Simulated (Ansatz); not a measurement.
# Decaying states in the gap of K2AgCl3

Wanted: the relaxed cell of K2AgCl3, its band edges and its decay constants. It is built by putting Ag for Na in the K2NaCl3 structure of space group P-3m1, with the volume rescaled by atomic radii. The parent structure comes from the Materials Project.

Method: PBEsol DFT, plane waves, PAW files, in the first sound run; inputs show where later runs differ, in Ansatz 0.2.0.

This is a report of a sequence of runs, with most program output left out.

The structure was built from a prototype and need not be the compound's stable phase.

### Step 1. The starting structure

The structure is trigonal, space group P-3m1 (No. 164). Conventional cell: a = 4.212 Å, b = 4.212 Å, c = 10.418 Å, α = 90.00°, β = 90.00°, γ = 120.00°. K has 6 Cl at 3.06 Å nearest. Nearest to Ag lie 6 Cl at 2.85 Å. Cl has 3 Ag at 2.85 Å and 3 K at 3.06 Å nearest. Nearest to Cl lie 6 K at 3.06 Å. It derives from K2NaCl3. Ag for Na in the K2NaCl3 structure of space group P-3m1. Farther neighbours and most contacts between anions are not listed.

### Step 2. Cell and atoms at rest

The substituted atoms don't fit the parent's cell, so cell and atoms relax together. A small smearing keeps the run stable in case the gap closes on the way.

File input.yaml:

```yaml
crystal:
  lattice:
    - [4.2123475418, 0.0, 0.0]
    - [-2.1061737709, 3.6479999808, 0.0]
    - [0.0, 0.0, 10.4182587982]
  atoms:
    - { symbol: K, position: [0.3333333333, 0.6666666667, 0.67902339] }
    - { symbol: K, position: [0.6666666667, 0.3333333333, 0.32097661] }
    - { symbol: Ag, position: [0.0, 0.0, 0.0] }
    - { symbol: Cl, position: [0.3333333333, 0.6666666667, 0.1429916] }
    - { symbol: Cl, position: [0.6666666667, 0.3333333333, 0.8570084] }
    - { symbol: Cl, position: [0.0, 0.0, 0.5] }
kpoints:
  mp_grid: { grid: [6, 6, 2] }
scf:
  occupations: { method: gaussian, width: 0.03 }
hamiltonian:
  xc: pbesol
output:
  forces: true
  stress: true
relax:
  f_tol: 0.02
  max_steps: 60
  cell: {}
```

Command:

```console
ansatz run input.yaml --threads 2 --pin off --max-ram 4096MiB --backend cpu --events-out ev --progress --plain --runs-dir out
```

The job ended after 10 s (2 threads of Arm Neoverse V2, shared host; peak memory 0.44 GiB; 20 s of CPU time).

Relaxation path:

```
step  energy less that of the first step (eV)  largest force component (eV/Å)  pressure (GPa)  volume (Å³)
   1                                   0.0000                          0.3406           -0.65       160.09
   2                                  -0.0517                          0.0637           -0.02       157.27
   3                                  -0.0542                          0.0014           -0.07       157.24
   4                                  -0.0546                          0.0040           -0.02       156.91
   5                                  -0.0547                          0.0011           -0.01       156.89
  6*                                  -0.0545                          0.0011           -0.01       156.89
```

Relaxation steps marked * repeat the geometry before them on a plane-wave basis chosen anew for their cell, so energy and pressure can jump there.

Forces are held to the 12 operations that the run works with; a distortion that breaks them can't arise in this run.

```
conventional cell, symmetrised  before   after  change
                         a (Å)   4.212   4.225  +0.3 %
                         b (Å)   4.212   4.225  +0.3 %
                         c (Å)  10.418  10.147  -2.6 %
              volume (Å³/atom)   26.68   26.15  -2.0 %
```

The atoms that moved most (Å, as changes of fractional coordinates times the final cell):

```
atom     dx     dy      dz  length
 Cl4  0.000  0.000  -0.117   0.117
 Cl5  0.000  0.000   0.117   0.117
  K2  0.000  0.000  -0.063   0.063
  K1  0.000  0.000   0.063   0.063
```

This step gave:

| Property | Result |
| --- | --- |
| free energy | -13745.1620 eV |
| Fermi energy | 5.460 eV |
| pressure | -0.01271 GPa |

The largest force component on a free atom ends at 0.0011 eV/Å.

### Step 3. The bulk crystal and its band edges

The energy window and the wavevectors of the next steps follow from the band edges, so these are searched first, off the mesh as well.

File input.yaml:

```yaml
crystal:
  lattice:
    - [4.2252421187, 0.0, 0.0]
    - [-2.1126210593, 3.6591670119, 0.0]
    - [0.0, 0.0, 10.1473568373]
  atoms:
    - { symbol: K, position: [0.3333333333, 0.6666666667, 0.6852612614] }
    - { symbol: K, position: [0.6666666667, 0.3333333333, 0.3147387386] }
    - { symbol: Ag, position: [0.0, 0.0, 0.0] }
    - { symbol: Cl, position: [0.3333333333, 0.6666666667, 0.1314983037] }
    - { symbol: Cl, position: [0.6666666667, 0.3333333333, 0.8685016963] }
    - { symbol: Cl, position: [0.0, 0.0, 0.5] }
kpoints:
  mp_grid: { grid: [6, 6, 4] }
  band_path: { path: [VBM, CBM], npoints: 30 }
scf:
  occupations: { method: fixed }
hamiltonian:
  xc: pbesol
output:
  eigenvalues: true
  write_potential: true
  write_density: true
  volumetric_format: npy
  elf: true
```

It took 12 s on 2 threads; peak memory 0.44 GiB.

Numbers from this step:

```yaml
fermi_energy: 4.106 eV
gap_on_the_k_mesh: 2.707 eV
gap_on_path: 2.707 eV, by band count; negative where bands overlap
direct_gap_on_path: 2.717 eV
edge_places_on_path: 0, 0.3096 1/A along the path
```

Electronic bands along the path, in eV, zero at the Fermi level (highest filled level under fixed occupations); v1 is the highest filled band, c1 the lowest empty one:

```
  point     v4     v3     v2     v1    c1    c2    c3    c4
    VBM  -1.54  -1.28   0.00   0.00  3.04  4.30  5.36  6.28
halfway  -1.51  -1.28   0.00   0.00  2.85  4.58  5.31  6.31
    CBM  -1.40  -1.29  -0.01  -0.01  2.71  4.87  5.22  6.40
```

ELF in the ac plane at fractional y = 0.000, with atoms of Ag and Cl within 0.2 Å of it. It is the smooth field of the valence electrons, not physical close to the nuclei.

Ten even steps from '0' (0.01) to '9' (0.86), each cell a mean:
```
87521011001367
54311244311235
22112577641112
10013577652000
00001233321000
00000000000000
00000011000000
21000123200001
76410011100257
99862000003799
99996200037999
47998400169996
68997300158997
99984100026999
98730000001588
54200022100034
00000122100000
00000000000000
00000111110000
00012455542000
11012677742011
33211466521123
66421122211256
97531000001468
```
Columns run along a (4.2 Å), rows up along c (10.1 Å). Atoms in or near the plane, at fractional coordinates: Ag at (0.00, 0.00), Cl at (0.00, 0.50).

Electrostatic potential energy in the ac plane at fractional y = 0.000, with atoms of Ag and Cl within 0.2 Å of it. With pseudopotentials it is smooth inside the atoms' cores, unlike the true potential.

Ten even steps from '0' (-36 eV) to '9' (9 eV), each cell a mean:
```
01379999998620
34789999999864
88999999999998
99999999999999
99999999999999
99999999999999
99999999999999
99999988999999
99999999999999
78999999999988
12699999999841
00289999999610
00489999999720
45899999999974
99999999999999
99999998999999
99999988999999
99999999999999
99999999999999
99999999999999
99999999999999
67899999999986
12589999999742
00369999998520
```
Columns run along a (4.2 Å; values clipped at the 3rd and 97th percentile), rows up along c (10.1 Å). Atoms in or near the plane, at fractional coordinates: Ag at (0.00, 0.00), Cl at (0.00, 0.50).

Valence density in the ac plane at fractional y = 0.000, with atoms of Ag and Cl within 0.2 Å of it. It is the smooth field of the valence electrons, not physical close to the nuclei.

Ten steps, logarithmic in the rise over the least value, from '_' (0 e/Å³) to '@' (18 e/Å³), each cell a mean:
```
@@%%**--..__________..==##%%
**++--................::==++
::....____..........__....::
__________..........________
____________......__________
____________________________
____________________________
______________..____________
....______________________..
--::::..______________..::--
====--::..__________..::====
::====--..__________::--====
======::..__________..--====
====--..____________..::--==
::....________________....::
____________________________
______________..____________
____________________________
____________________________
__________........__________
..________..........______..
==--::..................::--
%%##++::..__________..--**##
@@@@**--..__________::==##@@
```
Columns run along a (4.2 Å), rows up along c (10.1 Å). Atoms in or near the plane, at fractional coordinates: Ag at (0.00, 0.00), Cl at (0.00, 0.50).

The searched edges give 2.71 eV, as on the mesh.

### Step 4. Decaying states in the gap

This step: PBEsol DFT, plane waves, PAW files; complex bands by layer matching along the plane's normal (Ansatz 0.2.0).

The same crystal is laid in a cell whose first two vectors span the (001) plane (indices of the standard conventional cell, whose axes can be ordered otherwise than in the bulk input). At fixed energy and wavevector in the plane the solver finds all kz, real and complex. A few wavevectors are listed, (0, 0) and (0.5, 0) in units of the plane's reciprocal vectors; the slowest state needn't be among them.

File input.yaml:

```yaml
crystal:
  lattice:
    - [4.225242119, 0.0, 0.0]
    - [2.112621059, 3.659167012, 0.0]
    - [0.0, 0.0, 10.147356837]
  atoms:
    - { symbol: K, position: [0.6666666667, 0.6666666667, 0.6852612614] }
    - { symbol: K, position: [0.3333333333, 0.3333333333, 0.3147387386] }
    - { symbol: Ag, position: [0.0, 0.0, 0.0] }
    - { symbol: Cl, position: [0.6666666667, 0.6666666667, 0.1314983037] }
    - { symbol: Cl, position: [0.3333333333, 0.3333333333, 0.8685016963] }
    - { symbol: Cl, position: [0.0, 0.0, 0.5] }
kpoints:
  mp_grid: { grid: [6, 6, 4] }
scf:
  occupations: { method: fixed }
hamiltonian:
  xc: pbesol
output:
  eigenvalues: true
  transmission:
    leads: [[0, 0]]
    kpoints: [[0.0, 0.0], [0.5, 0.0]]
    e_range: [-1.0, 3.71]
    de: 0.08
```

Run time: 21 s. Hardware: 2 threads; peak memory 0.5 GiB.

Numbers from this step:

* level to which the leads are filled: 1.353 eV from the Fermi level
* decay constant at the filling level, zone centre: 0.3347 Å⁻¹
* decay constant at the filling level, slowest listed point: 0.3347 Å⁻¹

K parallel (0, 0); values up to 1.5 1/Å, a degenerate pair printed once or twice; energies at which all values exceed this have no row. Im kz of the slowest decaying states against energy, zero at the highest filled level on the SCF mesh:

```
energy (eV)  decay 1 (Å⁻¹)  decay 2 (Å⁻¹)  decay 3 (Å⁻¹)  decay 4 (Å⁻¹)
      -1.00          0.244          0.424          0.817           1.02
      -0.84          0.274          0.450          0.848           1.02
      -0.60          0.307          0.466          0.870           1.02
      -0.44          0.323          0.461          0.877           1.01
      -0.28          0.335          0.437          0.881           1.01
      -0.04          0.259          0.349          0.883           1.00
       0.12          0.354          0.399          0.881          0.996
       0.28          0.358          0.493          0.879          0.991
       0.52          0.360          0.568          0.873          0.982
       0.68          0.358          0.603          0.868          0.976
       0.84          0.355          0.630          0.863          0.970
       1.08          0.347          0.663          0.853          0.961
       1.24          0.339          0.681          0.846          0.954
       1.40          0.330          0.696          0.838          0.948
       1.56          0.317          0.708          0.830          0.941
       1.80          0.294          0.724          0.816          0.931
       1.96          0.275          0.732          0.807          0.924
       2.12          0.251          0.739          0.797          0.917
       2.36          0.203          0.746          0.780          0.906
       2.52          0.155          0.749          0.769          0.899
       2.68         0.0614          0.750          0.757          0.892
       2.92          0.738          0.750          0.881           1.25
       3.08         0.0611          0.725          0.749          0.874
       3.24          0.117          0.710          0.746          0.866
       3.48          0.144          0.688          0.739          0.855
       3.64          0.148          0.671          0.732          0.848
```

K parallel (0.5, 0); values up to 1.5 1/Å, a degenerate pair printed once or twice; energies at which all values exceed this have no row. Table of Im kz of the slowest decaying states by energy, zero at the highest filled level on the SCF mesh:

```
energy (eV)  decay 1 (Å⁻¹)  decay 2 (Å⁻¹)  decay 3 (Å⁻¹)  decay 4 (Å⁻¹)
    -1.0000          0.421          0.630          0.685          0.746
    -0.7600          0.440          0.642          0.708          0.719
    -0.5200          0.424          0.631          0.657          0.744
    -0.2800          0.400          0.581          0.602          0.766
    -0.0400          0.399          0.575          0.580          0.785
     0.2800          0.580          0.644          0.669          0.809
     0.5200          0.584          0.665          0.732          0.827
     0.7600          0.588          0.676          0.774          0.847
     1.0000          0.591          0.680          0.806          0.869
     1.2400          0.593          0.680          0.830          0.900
     1.4800          0.593          0.677          0.849          0.966
     1.7200          0.591          0.671          0.864          0.991
     1.9600          0.588          0.662          0.875          0.969
     2.2800          0.582          0.647          0.886          0.940
     2.5200          0.575          0.634          0.865          0.891
     2.7600          0.566          0.618          0.801          0.894
     3.0000          0.555          0.601          0.752          0.895
     3.2400          0.541          0.580          0.708          0.893
     3.4800          0.524          0.558          0.665          0.890
```

At +1.32 eV, the grid energy nearest the filling level (the middle of the gap on the SCF mesh), the slowest state at the listed wavevectors decays with κ = 0.335 Å⁻¹, its amplitude falling by e over 3.0 Å. Through 1 nm of this crystal that state's transmission falls by exp(−2 × 0.335 Å⁻¹ × 10 Å) = 0.0012.

### Step 5. Decay over the two-dimensional zone

The listed points could miss the slowest state, so one energy near mid-gap is solved on a mesh of 12×12.

input.yaml, as its differences from that of step 4:

```diff
@@ -20,6 +20,2 @@
   eigenvalues: true
-  transmission:
-    leads: [[0, 0]]
-    kpoints: [[0.0, 0.0], [0.5, 0.0]]
-    e_range: [-1.0, 3.71]
-    de: 0.08
+  transmission: { leads: [[0, 0]], kmesh: [12, 12], e_range: [1.35, 1.36], de: 0.05 }
```

It took 14 s on 2 threads; peak memory 0.56 GiB; 27 s of CPU time.

This step gave:

```
least decay constant on the mesh : 0.3328 Å⁻¹
```

Slowest decay constant (1/Å; 0 where a channel is open) over k1 and k2. At 1.3500 eV from the Fermi level.

Values, 12 rows by 12 columns:
```
0.603 0.619 0.683 0.683 0.619 0.603 0.616 0.629 0.607 0.607 0.629 0.616
0.658 0.683 0.756 0.683 0.658 0.629 0.598 0.582 0.616 0.582 0.598 0.629
0.692 0.683 0.683 0.692 0.607 0.582 0.557 0.572 0.572 0.557 0.582 0.607
0.658 0.619 0.658 0.607 0.616 0.572 0.468 0.441 0.468 0.572 0.616 0.607
0.603 0.603 0.629 0.582 0.572 0.441 0.367 0.367 0.441 0.572 0.582 0.629
0.593 0.616 0.598 0.557 0.468 0.367 0.333 0.367 0.468 0.557 0.598 0.616
0.603 0.629 0.582 0.572 0.441 0.367 0.367 0.441 0.572 0.582 0.629 0.603
0.658 0.607 0.616 0.572 0.468 0.441 0.468 0.572 0.616 0.607 0.658 0.619
0.692 0.607 0.582 0.557 0.572 0.572 0.557 0.582 0.607 0.692 0.683 0.683
0.658 0.629 0.598 0.582 0.616 0.582 0.598 0.629 0.658 0.683 0.756 0.683
0.603 0.616 0.629 0.607 0.607 0.629 0.616 0.603 0.619 0.683 0.683 0.619
0.593 0.603 0.658 0.692 0.658 0.603 0.593 0.603 0.658 0.692 0.658 0.603
```
Columns: k1 (b1) from -0.5 to 0.417; rows upwards: k2 (b2) from -0.5 to 0.417.

The least value on the mesh is 0.333 Å⁻¹ at +1.35 eV. At that energy the listed points give about 0.333 Å⁻¹ by interpolation, so the mesh holds no clearly slower state.

### Step 6. Band edges at another level

This step: LDA DFT, plane waves, PAW files (Ansatz 0.2.0).

The edges again with LDA, at the same atoms.

File input.yaml:

```yaml
crystal:
  lattice:
    - [4.2252421187, 0.0, 0.0]
    - [-2.1126210593, 3.6591670119, 0.0]
    - [0.0, 0.0, 10.1473568373]
  atoms:
    - { symbol: K, position: [0.3333333333, 0.6666666667, 0.6852612614] }
    - { symbol: K, position: [0.6666666667, 0.3333333333, 0.3147387386] }
    - { symbol: Ag, position: [0.0, 0.0, 0.0] }
    - { symbol: Cl, position: [0.3333333333, 0.6666666667, 0.1314983037] }
    - { symbol: Cl, position: [0.6666666667, 0.3333333333, 0.8685016963] }
    - { symbol: Cl, position: [0.0, 0.0, 0.5] }
kpoints:
  mp_grid: { grid: [6, 6, 4] }
  band_path: { path: [VBM, CBM], npoints: 30 }
scf:
  occupations: { method: fixed }
hamiltonian:
  xc: lda
output:
  eigenvalues: true
```

It took 12 s on 2 threads; peak memory 0.42 GiB.

Numbers from this step:

| Quantity | Value |
| --- | --- |
| free energy | -13591.3457 eV |
| Fermi energy | 3.880 eV |
| gap on the k-mesh | 2.549 eV |
| gap on path | 2.549 eV, by band count; negative where bands overlap |
| direct gap on path | 2.560 eV |

The electronic bands at the labelled points (eV, zero at the Fermi level (highest filled level under fixed occupations); v1 is the highest filled band, c1 the lowest empty one):

```
  point     v4     v3     v2     v1    c1    c2    c3    c4
    VBM  -1.50  -1.30   0.00   0.00  2.91  4.12  5.22  6.12
halfway  -1.47  -1.30  -0.01  -0.01  2.71  4.42  5.16  6.15
    CBM  -1.37  -1.31  -0.01  -0.01  2.55  4.75  5.04  6.23
```

The searched edges give 2.55 eV, as on the mesh.

For the gap on the k-mesh, step 3 gave 2.71 eV; this run, with LDA, gives 2.55 eV.

[end of part 1 of 2]

[Logs are printed without paths, hosts, clocks, repeated set-up lines and the standing remarks that a program may print on its own settings, such as how far it seeks lower states.]

[Hosts, paths, dates, database ids (printed as entryN), source tags and the programs' standing remarks are cut or masked in the printed files.]
